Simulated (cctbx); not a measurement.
# A crystallographic session in cctbx: BaNiI6

Library: cctbx 2025.11. The data are simulated by the first script.

## 1. Simulate the data

run.py:

```python
from cctbx import adptbx, crystal, miller, sgtbx, xray
from cctbx.array_family import flex
from iotbx.shelx import hklf
from scitbx import matrix
import scitbx.random

cs = crystal.symmetry(unit_cell=(10.573, 10.573, 9.885, 90, 90, 120), space_group_symbol='Hall: -R 3 2"')  # R-3m
atoms = [  # label, site, U (iso, or U11 U22 U33 U12 U13 U23 in A^2), occupancy
    ("Ba1", (0, 0, 0.5), (0.0036, 0.0036, 0.0040, 0.0018, 0.0000, 0.0000), 1),
    ("I1", (0.2123, 0.4246, 0.5098), (0.0034, 0.0035, 0.0038, 0.0018, 0.0001, 0.0002), 1),
    ("Ni1", (0, 0, 0), (0.0057, 0.0057, 0.0045, 0.0028, 0.0000, 0.0000), 1),
]
xs = xray.structure(crystal_symmetry=cs)
for label, site, u, occ in atoms:
    u = adptbx.u_cif_as_u_star(cs.unit_cell(), u) if isinstance(u, tuple) else u
    xs.add_scatterer(xray.scatterer(label, site=site, u=u, occupancy=occ))
xs.set_inelastic_form_factors(1.3414, "sasaki")
xs.show_summary()
p1 = xs.expand_to_p1()
ms = miller.build_set(p1, anomalous_flag=True, d_min=0.83)
flex.set_random_seed(740478)
scitbx.random.set_random_seed(740478)
ms = ms.select(flex.random_double(ms.size()) < 0.5)
i = ms.structure_factors_from_scatterers(p1, algorithm="direct").f_calc().as_intensity_array().data()
i = i / flex.sqrt(1 + 0.1 * i / flex.max(i))  # extinction
i = i * 70000 / flex.max(i)
sig = flex.sqrt(i + flex.pow2(0.03 * i) + 8 ** 2)
noise = scitbx.random.variate(scitbx.random.normal_distribution())(i.size())
data = ms.array(data=i + sig * noise, sigmas=sig).set_observation_type_xray_intensity()
with open("data.hkl", "w") as f:
    data.export_as_shelx_hklf(f)
print("reflections written:", data.size(), " <I/sigma> = %.1f" % flex.mean(data.data() / data.sigmas()))
for h, a, b in list(data.sort("data"))[:12]:
    print("%4d%4d%4d %9.1f %7.1f" % (h + (a, b)))
```

```console
$ python run.py
```

```text
Number of scatterers: 3
At special positions: 3
Unit cell: (10.573, 10.573, 9.885, 90, 90, 120)
Space group: R -3 m :H (No. 166)
reflections written: 3432  <I/sigma> = 7.2
   0   0   3   71523.1  2116.6
   3  -6   0   54526.9  1626.9
  -3  -3   0   53943.3  1626.9
  -6   3   0   53677.7  1626.9
   6  -3   0   53004.2  1626.9
   0   0  -6   52391.8  1618.3
   0   0   6   50944.4  1618.3
  -5   5   2   48258.4  1460.3
   5   0   2   48180.1  1460.3
   5   0  -4   40561.4  1236.8
   1   2   2   39572.3  1186.1
   0   5   4   39036.8  1236.8
```

Run time: 0.28 s on 1 thread of Arm Neoverse V2 (shared host), peak memory 0.07 GiB.

## 2. Symmetry

run.py:

```python
from cctbx import crystal, sgtbx, statistics
from cctbx.array_family import flex
from iotbx.shelx import hklf

p1 = crystal.symmetry(unit_cell=(10.573, 10.573, 9.885, 90, 90, 120), space_group_symbol="P 1")
raw = hklf.reader(file_name="data.hkl").as_miller_arrays(crystal_symmetry=p1, anomalous=True)[0]
print(raw.size(), "reflections to d = %.3f A" % raw.d_min())
isig = raw.data() / raw.sigmas()
print("centring   violations  <I/sigma> of those")
best = "P"
for c in "ABCIRF":
    a = raw.customized_copy(space_group_info=sgtbx.space_group_info("Hall: %s 1" % c)).sys_absent_flags().data()
    m = flex.mean(isig.select(a))
    print("%5s %10d of %5d %8.1f" % (c, (isig.select(a) > 4).count(True), a.count(True), m))
    if (isig.select(a) > 4).count(True) < 0.01 * a.count(True):
        best = c
raw = raw.select(~raw.customized_copy(space_group_info=sgtbx.space_group_info("Hall: %s 1" % best)).sys_absent_flags().data())
isig = raw.data() / raw.sigmas()
rows = []
for s in sgtbx.space_group_symbol_iterator():
    g = sgtbx.space_group(s)
    if g.conventional_centring_type_symbol() != best or not g.is_compatible_unit_cell(p1.unit_cell(), 1e-3, 0.02):
        continue
    rows.append((s, g))
print("Laue class    unique    Rint  (classes that these axes allow; Friedel mates merged)")
rint = {}
for s, g in rows:
    laue = g.build_derived_patterson_group()
    key = laue.type().hall_symbol()
    if key not in rint:
        m = raw.customized_copy(space_group_info=laue.info(), anomalous_flag=False).merge_equivalents()
        rint[key] = m.r_int()
        print("%-14s %6d %7.3f" % (laue.type().lookup_symbol(), m.array().size(), m.r_int()))
floor = min(rint.values())
good = [(s, g) for s, g in rows if rint[g.build_derived_patterson_group().type().hall_symbol()] < 2 * floor + 0.03]
top = max(g.build_derived_patterson_group().order_z() for s, g in good)
print("space group    extra absences  I>4sigma  <I/sigma>")
for s, g in good:
    laue = g.build_derived_patterson_group()
    if laue.order_z() != top:
        continue
    a = raw.customized_copy(space_group_info=g.info()).sys_absent_flags().data()
    a &= ~raw.customized_copy(space_group_info=laue.info()).sys_absent_flags().data()
    bad = (isig.select(a) > 4).count(True)
    if bad <= 0.03 * a.count(True):
        print("%-16s %8d %10d %9s  %s" % (s.universal_hermann_mauguin(), a.count(True), bad, "%.1f" % flex.mean(isig.select(a)) if a.count(True) else "-", "centric" if g.is_centric() else "acentric"))
laue = max(good, key=lambda t: t[1].build_derived_patterson_group().order_z())[1].build_derived_patterson_group()
f = raw.customized_copy(space_group_info=laue.info(), anomalous_flag=False).merge_equivalents().array().eliminate_sys_absent().f_sq_as_f()
f.set_observation_type_xray_amplitude()
bins = max(3, min(8, f.size() // 12))
f.setup_binner(n_bins=bins)
w = statistics.wilson_plot(f, {e: n / laue.order_z() for e, n in {'Ba': 3.0, 'I': 18.0, 'Ni': 3.0}.items()}, e_statistics=True)
print("Wilson B = %.2f A^2   <|E^2-1|> = %.3f (0.968 centric, 0.736 acentric)   E^2>4: %.1f %%" % (w.wilson_b, w.mean_e_sq_minus_1, w.percent_e_sq_gt_2))
print("shell (A)         n   <I/sigma>")
m = raw.customized_copy(space_group_info=laue.info(), anomalous_flag=False).merge_equivalents().array().eliminate_sys_absent()
for b in m.setup_binner(n_bins=bins).range_used():
    sel = m.binner().selection(b)
    print("%5.2f - %4.2f %6d %8.1f" % (min(m.binner().bin_d_range(b)[0] if m.binner().bin_d_range(b)[0] > 0 else 99, 99), m.binner().bin_d_range(b)[1], sel.count(True), flex.mean((m.data() / m.sigmas()).select(sel))))
```

```console
$ python run.py
```

```text
3432 reflections to d = 0.831 A
centring   violations  <I/sigma> of those
    A        504 of  1688      7.3
    B        527 of  1717      7.4
    C        505 of  1707      7.2
    I        523 of  1701      7.4
    R          0 of  2304      0.0
    F        768 of  2556      7.3
Laue class    unique    Rint  (classes that these axes allow; Friedel mates merged)
R -3 :H           383   0.021
R -3 m :H         231   0.023
space group    extra absences  I>4sigma  <I/sigma>
R 3 2 :H                0          0         -  acentric
R 3 m :H                0          0         -  acentric
R -3 m :H               0          0         -  centric
Wilson B = 0.18 A^2   <|E^2-1|> = 0.959 (0.968 centric, 0.736 acentric)   E^2>4: 3.9 %
shell (A)         n   <I/sigma>
 6.72 - 1.65     34     45.7
 1.65 - 1.32     30     37.2
 1.32 - 1.15     27     53.1
 1.15 - 1.05     30     42.0
 1.05 - 0.97     27     42.2
 0.97 - 0.91     25     42.4
 0.91 - 0.87     31     46.8
 0.87 - 0.83     27     42.8
```

Time: 0.29 s.

## 3. Charge flipping

run.py:

```python
import itertools
from cctbx import crystal, maptbx
from cctbx.array_family import flex
from iotbx.shelx import hklf
from smtbx.ab_initio import charge_flipping as cf

cs = crystal.symmetry(unit_cell=(10.573, 10.573, 9.885, 90, 90, 120), space_group_symbol='Hall: -R 3 2"')  # R-3m
raw = hklf.reader(file_name="data.hkl").as_miller_arrays(crystal_symmetry=cs, anomalous=True)[0]
merged = raw.eliminate_sys_absent().merge_equivalents()
fo2 = merged.array().set_observation_type_xray_intensity()
f = fo2.average_bijvoet_mates().f_sq_as_f().resolution_filter(d_min=0.83)
p1 = f.expand_to_p1()
p1.setup_binner_counting_sorted(reflections_per_bin=max(40, p1.size() // 12))
work = p1.array(data=p1.data() / p1.amplitude_quasi_normalisations().data())
flex.set_random_seed(26600)
it = cf.weak_reflection_improved_iterator(delta=None, weak_reflection_fraction=0.3)
it.start(work, phases=flex.random_double(p1.size()) * 6.2832, f_000=0)
it.delta = 0.9 * it.rho_map.sigma()
print("cycle      R  skewness")
for n, st in enumerate(itertools.islice(it, 200)):
    if n % 16 == 0:
        print("%5d %6.3f %8.2f" % (n, st.r1_factor(), st.rho_map.skewness()))
rho = p1.phase_transfer(it.f_calc).fft_map().apply_volume_scaling()
polish = cf.low_density_elimination_iterator(constant_rho_c=rho.sigma())
polish.start(f_obs=p1, phases=it.f_calc, f_000=0)
for _ in range(8):
    next(polish)
print("origin shift          correlation  skewness")
maps = []
for fc, shift, cc in itertools.islice(cf.f_calc_symmetrisations(f, polish.f_calc, 0), 4):
    m = f.phase_transfer(fc).fft_map(symmetry_flags=maptbx.use_space_group_symmetry, resolution_factor=0.25).apply_sigma_scaling()
    maps.append((m.skewness(), cc, m))
    print("%6.3f %6.3f %6.3f %10.3f %9.2f" % (tuple(shift) + (cc, m.skewness())))
skew, cc, m = max((t for t in maps if t[1] > maps[0][1] - 0.04), key=lambda t: t[0])
print("taken: symmetry correlation %.3f, skewness %.2f" % (cc, skew))
peaks = m.peak_search(parameters=maptbx.peak_search_parameters(min_distance_sym_equiv=0.9, max_clusters=8)).all()
sps = cs.special_position_settings(min_distance_sym_equiv=0.5)
print("peak      x       y       z  mult  height/sigma")
for k, (x, h) in enumerate(zip(peaks.sites(), peaks.heights())):
    ss = sps.site_symmetry(x)
    print("Q%-3d %7.4f %7.4f %7.4f %4d %8.1f" % ((k + 1,) + tuple(t % 1 for t in ss.exact_site()) + (ss.multiplicity(), h)))
```

```console
$ python run.py
```

```text
cycle      R  skewness
    0  0.622     0.16
   16  0.413     1.68
   32  0.407     2.03
   48  0.453     4.85
   64  0.464     5.25
   80  0.450     5.25
   96  0.456     5.18
  112  0.458     5.06
  128  0.469     5.07
  144  0.441     5.05
  160  0.450     5.18
  176  0.465     5.06
  192  0.460     5.03
origin shift          correlation  skewness
 0.105  0.166  0.108      0.824      2.19
 0.014  0.617  0.266      0.810      1.99
 0.231  0.050  0.290      0.782      3.69
 0.098  0.492  0.437      0.777      1.64
taken: symmetry correlation 0.824, skewness 2.19
peak      x       y       z  mult  height/sigma
Q1    0.0000  0.0000  0.5000    3      9.9
Q2    0.1103  0.2206  0.1627   18      9.8
Q3    0.0000  0.0000  0.0000    3      4.9
Q4    0.1027  0.2055  0.8163   18      4.1
Q5    0.0388  0.0776  0.1407   18      3.1
Q6    0.9953  0.1770  0.0982   36      3.1
Q7    0.0000  0.0000  0.2535    6      2.7
Q8    0.9885  0.3218  0.1667   18      2.6
```

Time: 0.45 s.

## 4. Refinement (model from the peaks)

run.py:

```python
import math
from cctbx import adptbx, crystal, maptbx, sgtbx, xray
from cctbx.array_family import flex
from cctbx.xray import observations
from iotbx.shelx import hklf
from scitbx.lstbx import normal_eqns_solving
from smtbx import absolute_structure, utils
from smtbx.refinement import constraints, least_squares

cs = crystal.symmetry(unit_cell=(10.573, 10.573, 9.885, 90, 90, 120), space_group_symbol='Hall: -R 3 2"')  # R-3m
atoms = [  # label, site, U (iso, or U11 U22 U33 U12 U13 U23 in A^2), occupancy
    ("Ni1", (0, 0, 0.5), 0.0200, 1),
    ("I1", (0.1103, 0.2206, 0.1627), 0.0200, 1),
]
xs = xray.structure(crystal_symmetry=cs)
for label, site, u, occ in atoms:
    u = adptbx.u_cif_as_u_star(cs.unit_cell(), u) if isinstance(u, tuple) else u
    xs.add_scatterer(xray.scatterer(label, site=site, u=u, occupancy=occ))
xs.set_inelastic_form_factors(1.3414, "sasaki")
raw = hklf.reader(file_name="data.hkl").as_miller_arrays(crystal_symmetry=cs, anomalous=True)[0]
merged = raw.eliminate_sys_absent().merge_equivalents()
fo2 = merged.array().set_observation_type_xray_intensity()
print("Rint %.3f, %d unique reflections to %.2f A" % (merged.r_int(), fo2.size(), fo2.d_min()))
for sc in xs.scatterers():
    sc.flags.set_grad_site(True)
    sc.flags.set_grad_u_aniso(sc.flags.use_u_aniso())
    sc.flags.set_grad_u_iso(sc.flags.use_u_iso())
obs = fo2.as_xray_observations()
extra = {}
rep = constraints.reparametrisation(xs, [], utils.connectivity_table(xs), **extra)
ls = least_squares.crystallographic_ls(obs, rep, weighting_scheme=least_squares.mainstream_shelx_weighting(a=0, b=0))
print("cycle     R1     wR2    GooF  max shift (A)")
for cycle in range(6):
    ls.build_up()
    r1, wr2, goof = ls.r1_factor(cutoff_factor=2)[0], ls.wR2(), ls.goof()
    old = xs.sites_cart()
    normal_eqns_solving.levenberg_marquardt_iterations(ls, n_max_iterations=3, tau=0.0001, step_threshold=1e-7)
    big = flex.max((xs.sites_cart() - old).norms())
    print("%4d %7.4f %7.4f %7.3f %9.5f" % (cycle + 1, r1, wr2, goof, big))
    ls.build_up(objective_only=True)
    if abs(ls.wR2() - wr2) < 5e-5 and big < 5e-4:
        break
ls.build_up()
print("final R1 %.4f wR2 %.4f GooF %.3f  parameters %d  data/parameter %.1f" % (ls.r1_factor(cutoff_factor=2)[0], ls.wR2(), ls.goof(), ls.n_parameters, fo2.size() / ls.n_parameters))
cov = ls.covariance_matrix_and_annotations()
su = dict(zip(cov.annotations, (math.sqrt(max(v, 0)) for v in cov.matrix.matrix_packed_u_diagonal())))
a2 = cs.unit_cell().reciprocal_parameters()[0] ** -2
print("atom        x        y        z      Ueq    occ   su(xyz)  su(Uiso or U11)")
for sc in xs.scatterers():
    s = max(su.get(sc.label + k, 0) for k in (".x", ".y", ".z"))
    npd = "" if sc.is_positive_definite_u(cs.unit_cell()) else "  NPD"
    print("%-5s %8.5f %8.5f %8.5f %8.4f %6.3f %8.5f %7.4f%s" % ((sc.label,) + sc.site + (sc.u_iso_or_equiv(cs.unit_cell()), sc.occupancy, s, su.get(sc.label + ".uiso", su.get(sc.label + ".u11", 0) * a2), npd)))
fo = fo2.f_sq_as_f()
fc = fo.structure_factors_from_scatterers(xs, algorithm="direct").f_calc()
diff = fo.f_obs_minus_f_calc(1 / math.sqrt(ls.scale_factor()), fc).average_bijvoet_mates()
m = diff.fft_map(symmetry_flags=maptbx.use_space_group_symmetry, resolution_factor=0.25).apply_volume_scaling()
print("difference map: max %.2f min %.2f rms %.2f" % (m.statistics().max(), m.statistics().min(), m.statistics().sigma()))
peaks = m.peak_search(parameters=maptbx.peak_search_parameters(min_distance_sym_equiv=0.6, max_clusters=6)).all()
near = xs.closest_distances(peaks.sites(), distance_cutoff=4)
sps = cs.special_position_settings(min_distance_sym_equiv=0.5)
for k, (x, h) in enumerate(zip(peaks.sites(), peaks.heights())):
    ss = sps.site_symmetry(x)
    print("Q%-3d %7.4f %7.4f %7.4f %4d %7.2f  %.2f A from %s" % ((k + 1,) + tuple(t % 1 for t in ss.exact_site()) + (ss.multiplicity(), h, near.smallest_distances[k], xs.scatterers()[near.i_seqs[k]].label)))
```

```console
$ python run.py
```

```text
Rint 0.023, 231 unique reflections to 0.83 A
cycle     R1     wR2    GooF  max shift (A)
   1  0.7715  0.9524  47.652   0.19929
   2  0.5150  0.8386  41.957   0.00812
   3  0.5090  0.8323  41.643   0.01557
   4  0.6513  0.9127  45.662   0.01016
   5  0.6613  0.9189  45.975   0.00186
   6  0.6632  0.9201  46.034   0.00044
final R1 0.6636 wR2 0.9204 GooF 46.048  parameters 4  data/parameter 57.8
atom        x        y        z      Ueq    occ   su(xyz)  su(Uiso or U11)
Ni1    0.00000  0.00000  0.50000   0.1061  1.000  0.00000  0.1197
I1     0.12058  0.24115  0.15681   0.0218  1.000  0.00285  0.0123
difference map: max 360.26 min -33.28 rms 17.16
Q1    0.0000  0.0000  0.5000    3  360.26  0.00 A from Ni1
Q2    0.0902  0.5451  0.8261   18  286.78  0.03 A from I1
Q3    0.0000  0.0000  0.0000    3  129.84  2.70 A from I1
Q4    0.0000  0.0000  0.2512    6   28.63  2.40 A from I1
Q5    0.0000  0.0000  0.1168    6   25.51  2.24 A from I1
Q6    0.0000  0.3603  0.5000   18   23.88  2.00 A from I1
```

Time: 0.67 s.

Figures of merit this high mean that the model is still wrong or incomplete.

## 5. Charge flipping

run.py, as its changes from the last script of this kind:

```diff
@@ -13,3 +13,2 @@
-p1.setup_binner_counting_sorted(reflections_per_bin=max(40, p1.size() // 12))
-work = p1.array(data=p1.data() / p1.amplitude_quasi_normalisations().data())
-flex.set_random_seed(26600)
+work = p1
+flex.set_random_seed(26601)
@@ -20,2 +19,2 @@
-for n, st in enumerate(itertools.islice(it, 200)):
-    if n % 16 == 0:
+for n, st in enumerate(itertools.islice(it, 400)):
+    if n % 33 == 0:
```

```console
$ python run.py
```

```text
cycle      R  skewness
    0  0.629     0.45
   33  0.362     6.34
   66  0.345     5.94
   99  0.332     5.81
  132  0.326     5.77
  165  0.329     5.69
  198  0.336     5.66
  231  0.340     5.71
  264  0.331     5.71
  297  0.326     5.79
  330  0.330     5.66
  363  0.328     5.68
  396  0.335     5.69
origin shift          correlation  skewness
 0.307  0.176  0.425      0.885      7.35
 0.183  0.931  0.254      0.873      6.10
 0.060  0.048  0.092      0.862      5.74
 0.107  0.411  0.410      0.818      3.05
taken: symmetry correlation 0.885, skewness 7.35
peak      x       y       z  mult  height/sigma
Q1    0.0000  0.0000  0.0000    3     26.7
Q2    0.0917  0.5459  0.3437   18     12.1
Q3    0.0000  0.3630  0.0000   18      5.4
Q4    0.0990  0.1980  0.3620   18      3.0
Q5    0.0385  0.0770  0.1026   18      2.0
Q6    0.0000  0.0000  0.4182    6      1.9
Q7    0.0000  0.0000  0.3269    6      1.8
Q8    0.0676  0.1352  0.0069   18      1.5
```

Time: 0.54 s.

## 6. Refinement (model from the peaks)

run.py, as its changes from the last script of this kind:

```diff
@@ -12,2 +12,2 @@
-    ("Ni1", (0, 0, 0.5), 0.0200, 1),
-    ("I1", (0.1103, 0.2206, 0.1627), 0.0200, 1),
+    ("Ba1", (0, 0, 0), 0.0200, 1),
+    ("I1", (0.0917, 0.5459, 0.3437), 0.0200, 1),
```

```console
$ python run.py
```

```text
Rint 0.023, 231 unique reflections to 0.83 A
cycle     R1     wR2    GooF  max shift (A)
   1  0.8104  0.9756  48.813   0.19802
   2  0.2160  0.5264  26.336   0.00165
   3  0.2166  0.5380  26.915   0.00019
   4  0.2150  0.5263  26.333   0.00001
   5  0.2167  0.5379  26.911   0.00001
   6  0.2150  0.5263  26.333   0.00001
final R1 0.2167 wR2 0.5379 GooF 26.911  parameters 4  data/parameter 57.8
atom        x        y        z      Ueq    occ   su(xyz)  su(Uiso or U11)
Ba1    0.00000  0.00000  0.00000   0.0053  1.000  0.00000  0.0031
I1     0.09147  0.54574  0.32381   0.0043  1.000  0.00048  0.0027
difference map: max 98.10 min -6.74 rms 2.97
Q1    0.0000  0.0000  0.5000    3   98.10  2.71 A from I1
Q2    0.0000  0.0000  0.0000    3   39.88  0.00 A from Ba1
Q3    0.0889  0.5444  0.3232   18   35.60  0.02 A from I1
Q4    0.0000  0.0000  0.3744    6    5.79  2.24 A from I1
Q5    0.0000  0.1076  0.0000   18    3.24  1.14 A from Ba1
Q6    0.0551  0.1101  0.5740   18    3.22  1.46 A from I1
```

It took 0.64 s on 1 thread of Arm Neoverse V2 (shared host), peak memory 0.09 GiB.

Figures of merit this high mean that the model is still wrong or incomplete.

[Logs are printed without paths, hosts, clocks, repeated set-up lines and the standing remarks that a program may print on its own settings, such as how far it seeks lower states.]
